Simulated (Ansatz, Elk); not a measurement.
# Bonding as seen by X-rays: CaCu3, part 2 of 2

The structure of CaCu3 used here is made up (a known structure type with other elements) and was relaxed beforehand with PBEsol. The aim is the Fourier transform of its all-electron density, F(hkl), set beside the sum over free spherical atoms that refinements use.

Elk 11.2.3 (patched build); all-electron DFT.

So far: Starting point; Ground state and structure factors; The highest occupied states alone.

The structure was built from a prototype and need not be the compound's stable phase.

### 4. Another functional

Level of this step: DFT, PBEsol, all-electron APW+lo, Dirac cores, scalar-relativistic bands, static density, no spin (Elk).

The difference from free atoms is small, so it is set against the change that PBEsol makes.

Contents of elk.in:

```
tasks
  0
  195

xctype
  22

spinpol
  .false.

rgkmax
  7.0

gmaxvr
  14.0

lmaxo
  7

lmaxapw
  8

swidth
  0.002

tshift
  .false.

ramdisk
  .false.

hmaxvr
  5.5

maxscl
  120

epspot
  1e-06

sppath
  './'

avec
  7.51227283222 0.00000000000 -0.00000000000
  0.00000000000 7.51227283222 0.00000000000
  0.00000000000 0.00000000000 7.51227283222

atoms
  2
  'Cu.in'
  3
  0.5000000000 0.5000000000 0.0000000000   0.000000 0.000000 0.000000
  0.5000000000 -0.0000000000 0.5000000000   0.000000 0.000000 0.000000
  0.0000000000 0.5000000000 0.5000000000   0.000000 0.000000 0.000000
  'Ca.in'
  1
  -0.0000000000 0.0000000000 0.0000000000   0.000000 0.000000 0.000000

ngridk
  6 6 6
```

Command:

```bash
OMP_NUM_THREADS=4 elk
```

Numbers of over 12 decimals in the logs are rounded to 6 here.

The program printed:

```text
┌─────────────────────────┐
│ Elk code version 11.2.3 │
└─────────────────────────┘

All units are atomic (Hartree, Bohr, etc.)

┌─────────────────────────────────────────────────┐
│ Ground-state run starting from atomic densities │
└─────────────────────────────────────────────────┘

Lattice vectors :
   7.512272832       0.000000000      -0.000000000
   0.000000000       7.512272832       0.000000000
   0.000000000       0.000000000       7.512272832

Reciprocal lattice vectors :
  0.8363893921       0.000000000       0.000000000
[...]
muffin-tins (core leakage)
  species : 1 (Cu)
[...]
atom 3                    :    28.13018524     (  0.1595534700E-03)
  species : 2 (Ca)
   atom 1                    :    18.36275847     ( -0.1980988618E-06)
 total in muffin-tins        :    102.7533142
 total calculated charge     :    106.9991115
 total charge                :    107.0000000
 error                       :   0.8885334816E-03

┌──────────────────────────────┐
│ Self-consistent loop stopped │
└──────────────────────────────┘

Warning : core states of species 1 leak from the muffin-tin :   0.1595534700E-03

Wrote STATE.OUT
[key lines of the parts left out:]
total energy                :     -5640.5800879252
```

It took 15 s on 4 threads of Arm Neoverse V2, shared host; peak memory 0.17 GiB.

Against the first run R = 0.03 %; the largest change is -0.032 at 200.

### 5. Basis size

A smaller basis shows how fast F responds to it; the change is likely larger than the basis error of the first run, but doesn't show convergence.

Edit elk.in of step 4 so:

```diff
@@ -5,3 +5,3 @@
 xctype
-  22
+  20
 
@@ -11,3 +11,3 @@
 rgkmax
-  7.0
+  5.5
```

Command:

```bash
OMP_NUM_THREADS=4 elk
```

The program printed:

```text
┌─────────────────────────┐
│ Elk code version 11.2.3 │
└─────────────────────────┘

All units are atomic (Hartree, Bohr, etc.)

┌─────────────────────────────────────────────────┐
│ Ground-state run starting from atomic densities │
└─────────────────────────────────────────────────┘

Lattice vectors :
   7.512272832       0.000000000      -0.000000000
   0.000000000       7.512272832       0.000000000
   0.000000000       0.000000000       7.512272832

Reciprocal lattice vectors :
  0.8363893921       0.000000000       0.000000000
[...]
muffin-tins (core leakage)
  species : 1 (Cu)
[...]
atom 3                    :    28.08575454     (  0.1564923140E-03)
  species : 2 (Ca)
   atom 1                    :    18.34349665     ( -0.1983969344E-06)
 total in muffin-tins        :    102.6007603
 total calculated charge     :    106.9997780
 total charge                :    107.0000000
 error                       :   0.2220119088E-03

┌──────────────────────────────┐
│ Self-consistent loop stopped │
└──────────────────────────────┘

Warning : core states of species 1 leak from the muffin-tin :   0.1564923140E-03

Wrote STATE.OUT
[key lines of the parts left out:]
total energy                :     -5645.3089344867
```

Elapsed: 15 s, on 4 threads; peak memory 0.17 GiB.

Against the first run R = 0.04 %; the largest change is +0.086 at 220.

### 6. Basis size

The basis and the expansions that go with it are enlarged, to see whether the differences are converged.

Edit elk.in of step 5 so:

```diff
@@ -11,12 +11,12 @@
 rgkmax
-  5.5
+  8.5
 
 gmaxvr
-  14.0
+  18.0
 
 lmaxo
-  7
+  9
 
 lmaxapw
-  8
+  10
```

Command:

```bash
OMP_NUM_THREADS=4 elk
```

The program printed:

```text
┌─────────────────────────┐
│ Elk code version 11.2.3 │
└─────────────────────────┘

All units are atomic (Hartree, Bohr, etc.)

┌─────────────────────────────────────────────────┐
│ Ground-state run starting from atomic densities │
└─────────────────────────────────────────────────┘

Lattice vectors :
   7.512272832       0.000000000      -0.000000000
   0.000000000       7.512272832       0.000000000
   0.000000000       0.000000000       7.512272832

Reciprocal lattice vectors :
  0.8363893921       0.000000000       0.000000000
[...]
muffin-tins (core leakage)
  species : 1 (Cu)
[...]
atom 3                    :    28.14304778     (  0.1565301863E-03)
  species : 2 (Ca)
   atom 1                    :    18.36003810     ( -0.1984113069E-06)
 total in muffin-tins        :    102.7891814
 total calculated charge     :    106.9995164
 total charge                :    107.0000000
 error                       :   0.4835854864E-03

┌──────────────────────────────┐
│ Self-consistent loop stopped │
└──────────────────────────────┘

Warning : core states of species 1 leak from the muffin-tin :   0.1565301863E-03

Wrote STATE.OUT
[key lines of the parts left out:]
total energy                :     -5645.4690201346
```

It took 35 s on 4 threads; peak memory 0.27 GiB; 93 s of CPU time.

Against the first run R = 0.01 %; the largest change is -0.011 at 222.

### 7. Settings against the effect

| run | R against the first run (%) | R against neutral atoms, low angle (%) | wall time |
| --- | --- | --- | --- |
| PBE, rgkmax 7 | 0.00 | 1.88 | 15 s |
| PBEsol | 0.03 | 1.91 | 15 s |
| rgkmax 5.5 | 0.04 | 1.91 | 15 s |
| rgkmax 8.5 with larger expansions | 0.01 | 1.86 | 35 s |

### 8. What came out

```
R against neutral atoms, sin θ/λ < 0.3 Å⁻¹ : 1.88 %
R against neutral atoms, 0.3 to 0.82 Å⁻¹   : 0.66 %
```

Independent neutral atoms miss the calculated amplitudes by R = 1.88 % below 0.3 Å⁻¹ and 0.66 % from there to 0.82 Å⁻¹; by shells, 3.17 % below 0.15 Å⁻¹ (1 form), 1.83 % 0.15 to 0.3 (4 forms), 0.61 % 0.3 to 0.45 (7 forms), 0.68 % above 0.45 (38 forms). Bonding, aspherical density and the tables' own atoms all enter these figures, and the runs don't part them. The largest change of an amplitude is -1.00 electrons, at 111. The window's part falls from 35.0 electrons at the origin to at most 6.11 between 0.45 and 0.82 Å⁻¹, where compact states inside the window still scatter. Below 0.3 Å⁻¹ the changes that finished (PBEsol, rgkmax 5.5 and rgkmax 8.5 with larger expansions) move F by R = 0.05 % at most, against the 1.88 % that separates it from free atoms. The k-mesh has no finished test. These runs have no spin, though d or f shells may be open. Part of the difference isn't bonding: the tables are fits to free atoms and ions calculated by other methods than this functional. Thermal motion, anomalous dispersion and extinction are left out.

[Logs are printed without paths, hosts, clocks, repeated set-up lines and the standing remarks that a program may print on its own settings, such as how far it seeks lower states.]

[Hosts, paths, dates, database ids (printed as entryN), source tags and the programs' standing remarks are cut or masked in the printed files.]
